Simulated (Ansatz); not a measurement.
Planning a run of Ansatz 0.2.0 on K3SI (antiperovskite) (Pm-3m). The input:

The structure was built from a prototype and need not be the compound's stable phase.

```yaml
crystal:
  lattice:
    - [6.0335581096, 0.0, 0.0]
    - [0.0, 6.0335581096, 0.0]
    - [0.0, 0.0, 6.0335581096]
  atoms:
    - { symbol: I, position: [0.0, 0.0, 0.0] }
    - { symbol: S, position: [0.5, 0.5, 0.5] }
    - { symbol: K, position: [0.5, 0.5, 0.0] }
    - { symbol: K, position: [0.5, 0.0, 0.5] }
    - { symbol: K, position: [0.0, 0.5, 0.5] }
  host: atoms
kpoints:
  mp_grid: { grid: [4, 4, 4] }
  band_path:
    path: [[0.0, 0.0, 0.0], [0.0, 0.5, 0.0], [0.5, 0.5, 0.0], [0.5, 0.5, 0.5]]
    npoints: 1
hamiltonian:
  xc:
    exchange: pbe
    correlation: pbe
    exx: { coeff: inverse_dielectric }
scf:
  occupations: { method: fixed }
  n_extra_bands: 5
output:
  eigenvalues: true
  write_density: true
  write_potential: true
  elf: true
  volumetric_format: npy
```

```sh
ansatz run input.yaml --threads 4 --pin off --max-ram 17510MiB --backend cpu --events-out ev --progress --plain --runs-dir out
```

Question: Estimate wall time and host memory on 4 threads of Arm Neoverse V2, shared host.

It took 62 s; on shared hardware allow 31 s to 2.1 min. Peak host memory was 4.3 GiB. The sizes that set the cost: 4337 plane waves a state, 10 irreducible k points and 13 SCF cycles.

Exact exchange couples every pair of k points and filled bands, so it costs far more than a semilocal run.

[Paths, hosts, dates, memory and timing lines, banners, echoed tables and standing remarks are left out of the program output.]

[Logs are printed without paths, hosts, clocks, repeated set-up lines and the standing remarks that a program may print on its own settings, such as how far it seeks lower states.]

[Runs of the session that timed out or met a known fault of the program may be left out.]

[Cells called generated may have been cut or substituted from an entry of the Crystallography Open Database or the Materials Project.]

[Hosts, paths, dates, database ids (printed as entryN), source tags and the programs' standing remarks are cut or masked in the printed files.]
